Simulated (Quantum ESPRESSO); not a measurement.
# ZnSe (zinc blende type): gap and tunnelling decay against the lattice constant, part 2 of 4

Aim: the equilibrium lattice constant of ZnSe (zinc blende type), and how gap and tunnelling decay along [001] change around it.

Quantum ESPRESSO 7.5; plane-wave DFT, PBE, GBRV ultrasoft pseudopotentials.

So far: Set-up; Self-consistent run, a = 5.396 Å.

### 3. Complex band structure, a = 5.396 Å

Level of this step: complex band structure by pwcond; plane-wave DFT, PBE, GBRV ultrasoft pseudopotentials (Quantum ESPRESSO).

ikind = 0 solves one period of the crystal for all kz, real and complex, at each energy and k across. ewind and epsproj trim the two-dimensional plane-wave basis; nz1 sets the subslabs.

a0.cbs.in

```
&inputcond
  outdir = './out'
  prefixl = 'a0.scf'
  band_file = 'a0.cbs'
  ikind = 0
  ewind = 4.0
  epsproj = 1e-05
  nz1 = 7
  energy0 = 3.5
  denergy = -0.1
/
3
  0.00000000 0.00000000 1.00000000
  0.50000000 0.00000000 1.00000000
  0.50000000 0.50000000 1.00000000
46
```

Launch:

```bash
OMP_NUM_THREADS=1 mpirun -n 4 pwcond.x -in a0.cbs.in > a0.cbs.out
```

Output:

```text
[banner, memory and clock lines left out]
Program PWCOND v.7.5 starts

          URL

     ./out/a0.scf.save/

     IMPORTANT: XC functional enforced from input :
     Exchange-correlation= PBE
                           (   1   4   3   4   0   0   0)
     Any further DFT definition will be discarded
     Please, verify this is what you really want

     Reading collected, re-writing distributed wavefunctions

===== INPUT FILE containing the left lead =====

     GEOMETRY:

     lattice parameter (alat)  =       7.2103  a.u.
     the volume                =     530.1301 (a.u.)^3
     the cross section         =      51.9890 (a.u.)^2
     l of the unit cell        =       1.4142 (alat)
     number of atoms/cell      =            4
     number of atomic types    =            2

     crystal axes: (cart. coord. in units of alat)
               a(1) = (  1.0000  0.0000  0.0000 )
               a(2) = (  0.0000  1.0000  0.0000 )
               a(3) = (  0.0000  0.0000  1.4142 )

   Cartesian axes

     site n.     atom                  positions (alat units)
          1        Zn     tau(  1)=(  0.0000  0.0000  1.4142  )
          2        Se     tau(  2)=(  0.5000  0.0000  0.3536  )
          3        Zn     tau(  3)=(  0.5000  0.5000  0.7071  )
          4        Se     tau(  4)=(  0.0000  0.5000  1.0607  )

     nr1s                      =           30
     nr2s                      =           30
     nr3s                      =           45
     nr1sx                     =           30
     nr2sx                     =           30
     nr3sx                     =           45
     nr1                       =           36
     nr2                       =           36
     nr3                       =           45
     nr1x                      =           36
     nr2x                      =           36
     nr3x                      =           45

 _______________________________
  Radii of nonlocal spheres:

     type       ibeta     ang. mom.          radius (alat units)
       Zn         1         0                    0.2524
       Zn         2         0                    0.2524
       Zn         3         1                    0.2524
       Zn         4         1                    0.2524
       Zn         5         2                    0.2524
       Zn         6         2                    0.2524
       Se         1         0                    0.2508
       Se         2         0                    0.2508
       Se         3         1                    0.2508
       Se         4         1                    0.2508
       Se         5         2                    0.2508
       Se         6         2                    0.2508
----- General information -----

----- Complex band structure calculation -----

     nrx                       =           30
     nry                       =           30
     nz1                       =            7

     energy0               =         3.5E+00
     denergy               =        -1.0E-01
     nenergy               =         46
     ecut2d                =         4.0E+01
     ewind                 =         4.0E+00
     epsproj               =         1.0E-05

     number of k_|| points=    3
                       cryst. coord.
        k(    1) = (   0.0000000   0.0000000), wk =   0.3333333
        k(    2) = (   0.5000000   0.0000000), wk =   0.3333333
        k(    3) = (   0.5000000   0.5000000), wk =   0.3333333
----- Information about left lead -----

     nocros                   =           18
     noins                    =           54
     norb                     =           90
     norbf                    =           90
     nrz                      =           45

      iorb      type   ibeta   ang. mom.   m       position (alat)
        1        1       1        0        1   taunew(   1)=(  0.0000  0.0000  0.0000)
        2        1       2        0        1   taunew(   2)=(  0.0000  0.0000  0.0000)
        3        1       3        1        1   taunew(   3)=(  0.0000  0.0000  0.0000)
        4        1       3        1        2   taunew(   4)=(  0.0000  0.0000  0.0000)
        5        1       3        1        3   taunew(   5)=(  0.0000  0.0000  0.0000)
        6        1       4        1        1   taunew(   6)=(  0.0000  0.0000  0.0000)
        7        1       4        1        2   taunew(   7)=(  0.0000  0.0000  0.0000)
        8        1       4        1        3   taunew(   8)=(  0.0000  0.0000  0.0000)
        9        1       5        2        1   taunew(   9)=(  0.0000  0.0000  0.0000)
       10        1       5        2        2   taunew(  10)=(  0.0000  0.0000  0.0000)
       11        1       5        2        3   taunew(  11)=(  0.0000  0.0000  0.0000)
       12        1       5        2        4   taunew(  12)=(  0.0000  0.0000  0.0000)
       13        1       5        2        5   taunew(  13)=(  0.0000  0.0000  0.0000)
       14        1       6        2        1   taunew(  14)=(  0.0000  0.0000  0.0000)
       15        1       6        2        2   taunew(  15)=(  0.0000  0.0000  0.0000)
       16        1       6        2        3   taunew(  16)=(  0.0000  0.0000  0.0000)
       17        1       6        2        4   taunew(  17)=(  0.0000  0.0000  0.0000)
       18        1       6        2        5   taunew(  18)=(  0.0000  0.0000  0.0000)
       19        2       1        0        1   taunew(  19)=(  0.5000  0.0000  0.3536)
       20        2       2        0        1   taunew(  20)=(  0.5000  0.0000  0.3536)
       21        2       3        1        1   taunew(  21)=(  0.5000  0.0000  0.3536)
       22        2       3        1        2   taunew(  22)=(  0.5000  0.0000  0.3536)
       23        2       3        1        3   taunew(  23)=(  0.5000  0.0000  0.3536)
       24        2       4        1        1   taunew(  24)=(  0.5000  0.0000  0.3536)
       25        2       4        1        2   taunew(  25)=(  0.5000  0.0000  0.3536)
       26        2       4        1        3   taunew(  26)=(  0.5000  0.0000  0.3536)
       27        2       5        2        1   taunew(  27)=(  0.5000  0.0000  0.3536)
       28        2       5        2        2   taunew(  28)=(  0.5000  0.0000  0.3536)
       29        2       5        2        3   taunew(  29)=(  0.5000  0.0000  0.3536)
       30        2       5        2        4   taunew(  30)=(  0.5000  0.0000  0.3536)
       31        2       5        2        5   taunew(  31)=(  0.5000  0.0000  0.3536)
       32        2       6        2        1   taunew(  32)=(  0.5000  0.0000  0.3536)
       33        2       6        2        2   taunew(  33)=(  0.5000  0.0000  0.3536)
       34        2       6        2        3   taunew(  34)=(  0.5000  0.0000  0.3536)
       35        2       6        2        4   taunew(  35)=(  0.5000  0.0000  0.3536)
       36        2       6        2        5   taunew(  36)=(  0.5000  0.0000  0.3536)
       37        1       1        0        1   taunew(  37)=(  0.5000  0.5000  0.7071)
       38        1       2        0        1   taunew(  38)=(  0.5000  0.5000  0.7071)
       39        1       3        1        1   taunew(  39)=(  0.5000  0.5000  0.7071)
       40        1       3        1        2   taunew(  40)=(  0.5000  0.5000  0.7071)
       41        1       3        1        3   taunew(  41)=(  0.5000  0.5000  0.7071)
       42        1       4        1        1   taunew(  42)=(  0.5000  0.5000  0.7071)
       43        1       4        1        2   taunew(  43)=(  0.5000  0.5000  0.7071)
       44        1       4        1        3   taunew(  44)=(  0.5000  0.5000  0.7071)
       45        1       5        2        1   taunew(  45)=(  0.5000  0.5000  0.7071)
       46        1       5        2        2   taunew(  46)=(  0.5000  0.5000  0.7071)
       47        1       5        2        3   taunew(  47)=(  0.5000  0.5000  0.7071)
       48        1       5        2        4   taunew(  48)=(  0.5000  0.5000  0.7071)
       49        1       5        2        5   taunew(  49)=(  0.5000  0.5000  0.7071)
       50        1       6        2        1   taunew(  50)=(  0.5000  0.5000  0.7071)
       51        1       6        2        2   taunew(  51)=(  0.5000  0.5000  0.7071)
       52        1       6        2        3   taunew(  52)=(  0.5000  0.5000  0.7071)
       53        1       6        2        4   taunew(  53)=(  0.5000  0.5000  0.7071)
       54        1       6        2        5   taunew(  54)=(  0.5000  0.5000  0.7071)
       55        2       1        0        1   taunew(  55)=(  0.0000  0.5000  1.0607)
       56        2       2        0        1   taunew(  56)=(  0.0000  0.5000  1.0607)
       57        2       3        1        1   taunew(  57)=(  0.0000  0.5000  1.0607)
       58        2       3        1        2   taunew(  58)=(  0.0000  0.5000  1.0607)
       59        2       3        1        3   taunew(  59)=(  0.0000  0.5000  1.0607)
       60        2       4        1        1   taunew(  60)=(  0.0000  0.5000  1.0607)
       61        2       4        1        2   taunew(  61)=(  0.0000  0.5000  1.0607)
       62        2       4        1        3   taunew(  62)=(  0.0000  0.5000  1.0607)
       63        2       5        2        1   taunew(  63)=(  0.0000  0.5000  1.0607)
       64        2       5        2        2   taunew(  64)=(  0.0000  0.5000  1.0607)
       65        2       5        2        3   taunew(  65)=(  0.0000  0.5000  1.0607)
       66        2       5        2        4   taunew(  66)=(  0.0000  0.5000  1.0607)
       67        2       5        2        5   taunew(  67)=(  0.0000  0.5000  1.0607)
       68        2       6        2        1   taunew(  68)=(  0.0000  0.5000  1.0607)
       69        2       6        2        2   taunew(  69)=(  0.0000  0.5000  1.0607)
       70        2       6        2        3   taunew(  70)=(  0.0000  0.5000  1.0607)
       71        2       6        2        4   taunew(  71)=(  0.0000  0.5000  1.0607)
       72        2       6        2        5   taunew(  72)=(  0.0000  0.5000  1.0607)
       73        1       1        0        1   taunew(  73)=(  0.0000  0.0000  1.4142)
       74        1       2        0        1   taunew(  74)=(  0.0000  0.0000  1.4142)
       75        1       3        1        1   taunew(  75)=(  0.0000  0.0000  1.4142)
       76        1       3        1        2   taunew(  76)=(  0.0000  0.0000  1.4142)
       77        1       3        1        3   taunew(  77)=(  0.0000  0.0000  1.4142)
       78        1       4        1        1   taunew(  78)=(  0.0000  0.0000  1.4142)
       79        1       4        1        2   taunew(  79)=(  0.0000  0.0000  1.4142)
       80        1       4        1        3   taunew(  80)=(  0.0000  0.0000  1.4142)
       81        1       5        2        1   taunew(  81)=(  0.0000  0.0000  1.4142)
       82        1       5        2        2   taunew(  82)=(  0.0000  0.0000  1.4142)
       83        1       5        2        3   taunew(  83)=(  0.0000  0.0000  1.4142)
       84        1       5        2        4   taunew(  84)=(  0.0000  0.0000  1.4142)
       85        1       5        2        5   taunew(  85)=(  0.0000  0.0000  1.4142)
       86        1       6        2        1   taunew(  86)=(  0.0000  0.0000  1.4142)
       87        1       6        2        2   taunew(  87)=(  0.0000  0.0000  1.4142)
       88        1       6        2        3   taunew(  88)=(  0.0000  0.0000  1.4142)
       89        1       6        2        4   taunew(  89)=(  0.0000  0.0000  1.4142)
       90        1       6        2        5   taunew(  90)=(  0.0000  0.0000  1.4142)
 ngper, shell number =          169          26
 ngper, n2d =          169         140
---  E-Ef =    3.5000000  k =    0.0000000   0.0000000
---  ie =          1  ik =          1
 Nchannels of the left tip =            3
 Right moving states:
   k1(2pi/a)   k2(2pi/a)   E-Ef (eV)
   0.1451272  -0.0000000   3.5000000
   0.2696593   0.0000000   3.5000000
   0.4496052   0.0000000   3.5000000
 Left moving states:
   k1(2pi/a)   k2(2pi/a)   E-Ef (eV)
  -0.1451272  -0.0000000   3.5000000
  -0.2696593  -0.0000000   3.5000000
  -0.4496052  -0.0000000   3.5000000

---  E-Ef =    3.4000000  k =    0.0000000   0.0000000
---  ie =          2  ik =          1
 Nchannels of the left tip =            3
 Right moving states:
   k1(2pi/a)   k2(2pi/a)   E-Ef (eV)
   0.0685360  -0.0000000   3.4000000
   0.2560818   0.0000000   3.4000000
   0.4230562   0.0000000   3.4000000
 Left moving states:
   k1(2pi/a)   k2(2pi/a)   E-Ef (eV)
  -0.0685360  -0.0000000   3.4000000
  -0.2560818  -0.0000000   3.4000000
  -0.4230562  -0.0000000   3.4000000
[... further energies and points left out ...]
---  E-Ef =   -0.9000000  k =    0.5000000   0.5000000
---  ie =         45  ik =          3
 Nchannels of the left tip =            0
 Right moving states:
   k1(2pi/a)   k2(2pi/a)   E-Ef (eV)
 Left moving states:
   k1(2pi/a)   k2(2pi/a)   E-Ef (eV)

---  E-Ef =   -1.0000000  k =    0.5000000   0.5000000
---  ie =         46  ik =          3
 Nchannels of the left tip =            0
 Right moving states:
   k1(2pi/a)   k2(2pi/a)   E-Ef (eV)
 Left moving states:
   k1(2pi/a)   k2(2pi/a)   E-Ef (eV)

Note: The following floating-point exceptions are signalling: IEEE_UNDERFLOW_FLAG
Note: The following floating-point exceptions are signalling: IEEE_UNDERFLOW_FLAG
Note: The following floating-point exceptions are signalling: IEEE_UNDERFLOW_FLAG
Note: The following floating-point exceptions are signalling: IEEE_UNDERFLOW_FLAG
```

Elapsed: 3.2 min, on 4 MPI ranks of Arm Neoverse V1, shared host; peak memory 0.31 GiB; 13 min of CPU time.

This step gave:

```
peak of the smallest κ at the zone centre : 0.125 Å⁻¹
energy of the peak at the zone centre     : 0.9 eV
```

K across = (0, 0) in the cell's reciprocal vectors; values within 0.0025 1/Å of each other count once, columns are sorted by size at each energy, a dash where no further value was kept. Table of Im kz of the slowest decaying states by energy, zero at the highest filled level of the SCF mesh:

```tsv
energy (eV)	decay 1 (Å⁻¹)	decay 2 (Å⁻¹)	decay 3 (Å⁻¹)
-1.00	1.06	1.50	1.66
-0.90	1.04	1.50	1.68
-0.80	1.02	1.50	1.70
-0.60	0.988	1.49	1.74
-0.50	0.971	1.48	1.75
-0.40	0.953	1.48	1.77
-0.30	0.936	1.47	1.79
-0.10	0.901	1.46	1.84
0.00	0.003	0.006	0.009
0.10	0.057	0.112	0.867
0.20	0.078	0.155	0.842
0.30	0.093	0.188	0.814
0.50	0.111	0.235	0.77
0.60	0.117	0.254	0.75
0.70	0.121	0.27	0.729
0.80	0.124	0.285	0.709
0.90	0.125	0.298	0.689
1.10	0.123	0.32	0.648
1.20	0.12	0.329	0.626
1.30	0.116	0.337	0.604
1.40	0.109	0.345	0.582
1.60	0.09	0.357	0.533
1.70	0.076	0.362	0.507
1.80	0.055	0.367	0.479
1.90	0.006	0.371	0.449
2.00	0.374	0.416	0.545
2.20	0.342	0.379	0.502
2.30	0.297	0.381	0.479
2.40	0.243	0.382	0.456
2.50	0.172	0.383	0.431
2.60	0.018	0.383	0.406
2.80	0.349	0.382	1.29
2.90	0.318	0.381	1.28
3.00	0.282	0.38	1.27
3.10	0.242	0.378	1.27
3.30	0.124	0.373	1.25
3.40	0.37	1.25	2.00
3.50	0.366	1.24	1.97
```

K across = (1/2, 0) in the cell's reciprocal vectors; values within 0.0025 1/Å of each other count once, columns are sorted by size at each energy, a dash where no further value was kept. Table of Im kz of the slowest decaying states by energy, zero at the highest filled level of the SCF mesh:

```tsv
energy (eV)	decay 1 (Å⁻¹)	decay 2 (Å⁻¹)	decay 3 (Å⁻¹)
-1.00	0.085	0.413	1.32
-0.90	0.115	0.505	1.30
-0.80	0.137	0.561	1.28
-0.60	0.17	0.63	1.24
-0.50	0.183	0.654	1.22
-0.40	0.194	0.672	1.21
-0.30	0.204	0.687	1.19
-0.10	0.219	0.71	1.16
0.00	0.225	0.718	1.14
0.10	0.231	0.725	1.12
0.20	0.236	0.731	1.11
0.30	0.239	0.736	1.09
0.50	0.245	0.742	1.06
0.60	0.247	0.744	1.05
0.70	0.248	0.745	1.03
0.80	0.248	0.746	1.02
0.90	0.248	0.747	1.00
1.10	0.246	0.745	0.976
1.20	0.244	0.744	0.961
1.30	0.241	0.742	0.947
1.40	0.238	0.74	0.932
1.60	0.229	0.735	0.903
1.70	0.223	0.732	0.889
1.80	0.217	0.728	0.874
1.90	0.209	0.725	0.859
2.00	0.2	0.72	0.845
2.20	0.179	0.711	0.815
2.30	0.165	0.706	0.8
2.40	0.149	0.701	0.785
2.50	0.13	0.695	0.769
2.60	0.106	0.689	0.754
2.80	0.677	0.723	1.78
2.90	0.67	0.707	1.78
3.00	0.663	0.69	1.77
3.10	0.656	0.674	1.76
3.30	0.639	1.75	1.89
3.40	0.622	0.632	1.74
3.50	0.604	0.624	1.73
```

K across = (1/2, 1/2) in the cell's reciprocal vectors; values within 0.0025 1/Å of each other count once, columns are sorted by size at each energy, a dash where no further value was kept. Table of Im kz of the slowest decaying states by energy, zero at the highest filled level of the SCF mesh:

```tsv
energy (eV)	decay 1 (Å⁻¹)	decay 2 (Å⁻¹)	decay 3 (Å⁻¹)
-1.00	0.364	0.383	1.73
-0.80	0.366	0.388	1.73
-0.60	0.367	0.392	1.73
-0.40	0.366	0.393	1.72
-0.10	0.36	0.392	1.71
0.00	0.358	0.391	1.71
0.10	0.355	0.39	1.71
0.30	0.347	0.386	1.70
0.50	0.338	0.381	1.70
0.70	0.328	0.374	1.69
0.90	0.315	0.367	1.69
1.10	0.301	0.357	1.68
1.40	0.275	0.341	1.67
1.60	0.255	0.328	1.67
1.80	0.231	0.313	1.66
2.00	0.202	0.296	1.65
2.20	0.167	0.277	1.64
2.40	0.12	0.256	1.64
2.60	0.007	0.231	1.63
2.90	0.183	1.61	1.85
3.10	0.141	1.61	1.83
3.30	0.073	1.60	1.82
3.50	1.59	1.81	1.90
```

### 4. Ground state, a = 5.482 Å

a1.scf.in

```
&control
  prefix = 'a1.scf'
  outdir = './out'
  pseudo_dir = './pseudo'
  calculation = 'scf'
  tprnfor = .true.
/
&system
  ibrav = 0
  nat = 4
  ntyp = 2
  ecutwfc = 40
  ecutrho = 200
  occupations = 'fixed'
  nbnd = 30
/
&electrons
  conv_thr = 1e-09
  mixing_beta = 0.6
  electron_maxstep = 120
/
ATOMIC_SPECIES
  Zn  65.3800  zn_pbe_v1.uspp.F.UPF
  Se  78.9710  se_pbe_v1.uspp.F.UPF
CELL_PARAMETERS angstrom
  3.87635937446465 0.00000000000000 0.00000000000000
  0.00000000000000 3.87635937446465 0.00000000000000
  0.00000000000000 0.00000000000000 5.48200000000000
ATOMIC_POSITIONS crystal
  Zn  0.000000000000 0.000000000000 0.000000000000
  Se  0.500000000000 0.000000000000 0.250000000000
  Zn  0.500000000000 0.500000000000 0.500000000000
  Se  0.000000000000 0.500000000000 0.750000000000
K_POINTS automatic
  6 6 6 0 0 0
```

Launch:

```bash
OMP_NUM_THREADS=1 mpirun -n 4 pw.x -nk 4 -in a1.scf.in > a1.scf.out
```

Output:

```text
[banner, memory and clock lines left out]
Program PWSCF v.7.5 starts
[...]
Message from routine setup:
[...]
number of electrons       =        52.00
     number of Kohn-Sham states=           30
     kinetic-energy cutoff     =      40.0000  Ry
     charge density cutoff     =     200.0000  Ry
[...]
number of k points=    40
[...]
Dense  grid:    26523 G-vectors     FFT dimensions: (  36,  36,  48)
[...]
Starting wfcs are   34 randomized atomic wfcs
[...]
estimated scf accuracy    <       0.14808449 Ry
[...]
estimated scf accuracy    <       0.07659314 Ry
[...]
estimated scf accuracy    <       0.00243414 Ry
[...]
estimated scf accuracy    <       0.00023452 Ry
[...]
estimated scf accuracy    <       0.00000389 Ry
[...]
estimated scf accuracy    <       0.00000397 Ry
[...]
estimated scf accuracy    <       0.00000004 Ry
[...]
estimated scf accuracy    <          6.8E-09 Ry
[...]
estimated scf accuracy    <          5.7E-09 Ry
[...]
highest occupied, lowest unoccupied level (ev):     7.7651    9.4604
!    total energy              =   -1010.49309865 Ry
     estimated scf accuracy    <          1.9E-11 Ry
[...]
one-electron contribution =    -916.26497839 Ry
     hartree contribution      =     472.95025462 Ry
     xc contribution           =    -144.09443821 Ry
     ewald contribution        =    -423.08393668 Ry
     convergence has been achieved in  10 iterations
[...]
Total force =     0.000000     Total SCF correction =     0.000003
[...]
```

Run time: 17 s. Hardware: 4 MPI ranks; peak memory 0.36 GiB; 68 s of CPU time.

This step gave:

| Quantity | Value |
| --- | --- |
| free energy | -13748.4590 eV |
| valence top, on the run's zero | 7.765 eV |
| conduction bottom, on the run's zero | 9.460 eV |
| gap by band count | 1.695 eV |

### 5. Complex bands with pwcond.x, a = 5.482 Å

a1.cbs.in, as its differences from the input of step 3:

```diff
@@ -2,4 +2,4 @@
   outdir = './out'
-  prefixl = 'a0.scf'
-  band_file = 'a0.cbs'
+  prefixl = 'a1.scf'
+  band_file = 'a1.cbs'
   ikind = 0
```

Launch:

```bash
OMP_NUM_THREADS=1 mpirun -n 4 pwcond.x -in a1.cbs.in > a1.cbs.out
```

Output:

```text
[banner, memory and clock lines left out]
Program PWCOND v.7.5 starts
[citation notice left out]

[...]
./out/a1.scf.save/

     IMPORTANT: XC functional enforced from input :
     Exchange-correlation= PBE
                           (   1   4   3   4   0   0   0)
     Any further DFT definition will be discarded
     Please, verify this is what you really want

     Reading collected, re-writing distributed wavefunctions

===== INPUT FILE containing the left lead =====

     GEOMETRY:

     lattice parameter (alat)  =       7.3253  a.u.
[...]
Left moving states:
   k1(2pi/a)   k2(2pi/a)   E-Ef (eV)
  -0.2856572  -0.0000000   3.4000000
  -0.3929987  -0.0000000   3.4000000
[... further energies and points left out ...]
---  E-Ef =   -0.9000000  k =    0.5000000   0.5000000
---  ie =         45  ik =          3
 Nchannels of the left tip =            0
 Right moving states:
   k1(2pi/a)   k2(2pi/a)   E-Ef (eV)
 Left moving states:
   k1(2pi/a)   k2(2pi/a)   E-Ef (eV)

---  E-Ef =   -1.0000000  k =    0.5000000   0.5000000
---  ie =         46  ik =          3
 Nchannels of the left tip =            0
 Right moving states:
   k1(2pi/a)   k2(2pi/a)   E-Ef (eV)
 Left moving states:
   k1(2pi/a)   k2(2pi/a)   E-Ef (eV)

[...]
```

Elapsed: 3.2 min, on 4 MPI ranks; peak memory 0.31 GiB; 13 min of CPU time.

This step gave:

| Item | Value |
| --- | --- |
| peak of the smallest κ at the zone centre | 0.114 Å⁻¹ |
| energy of the peak at the zone centre | 0.8 eV |

[end of part 2 of 4]

[Logs are printed without paths, hosts, clocks, repeated set-up lines and the standing remarks that a program may print on its own settings, such as how far it seeks lower states.]

[Hosts, paths, dates, database ids (printed as entryN), source tags and the programs' standing remarks are cut or masked in the printed files.]

[Maps of the electrostatic potential energy from Ansatz leave out the sawtooth potential of an applied field or a dipole correction, so their vacuum need not be flat; planar profiles and work functions include it.]
